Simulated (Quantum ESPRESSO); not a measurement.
# Voltage at the next charge: Pd(111), 5 layers against an electrode

**Set-up.** Quantum ESPRESSO 7.5, PBE, GBRV ultrasoft; ESM with bc3, a metal electrode 6.94 Å above the top atoms; cell area 6.552 Å²; ions fixed. V is the potential energy of an electron at the electrode over the slab's Fermi level, divided by e, so that it equals the work function at zero charge; positive charge removes electrons.

| charge (e a cell) | V (V) |
| --- | --- |
| 0 | 5.269 |
| 0.0098 | 6.735 |
| 0.0197 | 8.227 |

One more run was made and is withheld. What is V at a charge of 0.0393 e, and what capacitance do the rows imply?

**Fit.** The last two rows give dV/dq = (8.227 − 6.735)/(0.0197 − 0.0098) = 150.7 V/e, so C = 1602/(6.552 × 150.7) = 1.62 µF/cm², an effective gap of 8.854/1.62 = 5.46 Å. At constant C, V = 8.227 + 150.7 × 0.0196 = 11.18 V.

What the calculation gave: V = 11.213 V; the estimate misses by −0.03 V, 1.1 % of the step. Over the three intervals C goes 1.63, 1.62 and 1.61 µF/cm².

Caveats: Vacuum fills the gap; a dielectric or electrolyte would change C. The slab is thin.
